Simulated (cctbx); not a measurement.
# Which space group?

Cell: a = 10.8300 Å, b = 6.4990 Å, c = 7.0690 Å, α = 90.00°, β = 122.57°, γ = 90.00°. Expected content of the cell: Yb6 Ca6.

The data are simulated with cctbx, not measured: Cu Kα, λ = 1.54184 Å, to d = 0.83 Å, 70 % of the full sphere, strongest reflection 40000 counts, noise from counting, a 4 % proportional error and a noise floor of 4 counts (s.d.); no absorption.

A first pass over the reflections prints:

```text
2158 reflections to d = 0.830 A
centring   violations  <I/sigma> of those
    A        546 of  1096      9.7
    B        546 of  1070      9.9
    C          0 of  1060      0.0
    I        545 of  1083      9.8
    R        724 of  1441      9.9
    F        546 of  1613      6.6
Laue class    unique    Rint  (classes that these axes allow; Friedel mates merged)
C 1 2/m 1         413   0.028
space group    extra absences  I>4sigma  <I/sigma>
C 1 2 1                 0          0         -  acentric
C 1 m 1                 0          0         -  acentric
C 1 2/m 1               0          0         -  centric
Wilson B = 0.72 A^2   <|E^2-1|> = 0.890 (0.968 centric, 0.736 acentric)   E^2>4: 1.9 %
shell (A)         n   <I/sigma>
 5.29 - 1.65     55     28.7
 1.65 - 1.31     55     30.1
 1.31 - 1.15     51     28.4
 1.15 - 1.05     45     26.7
 1.05 - 0.97     60     28.9
 0.97 - 0.91     47     29.9
 0.91 - 0.87     48     25.6
 0.87 - 0.83     52     27.7
```

Q: Read the symmetry from these tables.

The reflections that C centring forbids are absent (⟨I/σ⟩ near 0), so the lattice is C.

Only C 1 2/m 1 fits these axes (Rint 0.028); a search for a hidden higher lattice was not made.

3 settings pass the absence test. No glide or screw absences show, which leaves C 1 2 1, C 1 m 1 and C 1 2/m 1.

⟨|E²−1|⟩ = 0.890 leans to a centrosymmetric structure. Here that hint misleads: the statistic assumes many like atoms on general positions, and few, heavy or special-position atoms break it. The Wilson B of 0.72 Å² means U ≈ 0.0091 Å².

The true group is C2 (no. 5), Laue class 2/m, non-centrosymmetric. The tables only narrow the choice to the tied entries; cell content, site symmetry and trial solutions must settle it.

The model was made for the exercise: a known structure type with other elements put in, its volume estimated, not relaxed; displacement parameters are assumed.

[Logs are printed without paths, hosts, clocks, repeated set-up lines and the standing remarks that a program may print on its own settings, such as how far it seeks lower states.]
